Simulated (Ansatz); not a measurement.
Entries from a set of simulations; values are calculated unless marked as measured.

```
! title: Quasiparticle gap of SnSe2/SnSe2 (1T multilayer)
! method: G0W0 on HSE06, plane waves, PAW; PAW set soft_1 (and 1 further level or step)
! program: Ansatz 0.2.0
! settings of one run: cutoff 420 eV, 6×6×1 k-mesh, PAW set soft 1, empty bands 327, screening cutoff 42 eV, screening contour deformation, QP bands (v2, c2)
! cost: 2 runs, 2.3 min in all on 1 × NVIDIA H100 80GB HBM3 (shared by 6 runs) with 3 threads of AMD EPYC 7R13 (Zen 3), shared host (the runs of this entry)
! notes: In doubt: masses and optical values from hybrid runs of this build are listed as unsure (in some of the runs), which bears on the screening that GW takes from such a start. Values taken over the cell’s volume include its vacuum. The structure was relaxed with PBE-D3(BJ). Limits: coarse mesh for a sheet; no spin-orbit coupling.
! HSE06 gap over mesh and listed points: 1.290 eV, from k = (0.150, 0.000, 0.000) to k = (0.500, 0.000, 0.000)
! G0W0@HSE06 gap over 6 of 7 irreducible mesh points: 1.691 eV, from k = (0.000, 0.167, 0.000) to k = (0.000, -0.500, 0.000)
! GW settings: 6×6×1 mesh, 327 empty bands, screening to 42 eV, PAW set soft_1 files
! known limits: finite bands, screening cutoff and k mesh; no spin-orbit coupling in G0W0
CELL_PARAMETERS angstrom
3.83932 0.00000 0.00000
-1.91966 3.32495 0.00000
0.00000 0.00000 41.50000
ATOMIC_POSITIONS crystal
Sn 0.00000 0.00000 0.42807
Se 0.33333 0.66667 0.46648
Se 0.66667 0.33333 0.38968
Sn 0.00000 0.00000 0.57193
Se 0.33333 0.66667 0.61032
Se 0.66667 0.33333 0.53352
```

[Paths, hosts, dates, memory and timing lines, banners, echoed tables and standing remarks are left out of the program output.]

[Logs are printed without paths, hosts, clocks, repeated set-up lines and the standing remarks that a program may print on its own settings, such as how far it seeks lower states.]

[Runs of the session that timed out or met a known fault of the program may be left out.]

[Cells called generated may have been cut or substituted from an entry of the Crystallography Open Database or the Materials Project.]

[Hosts, paths, dates, database ids (printed as entryN), source tags and the programs' standing remarks are cut or masked in the printed files.]
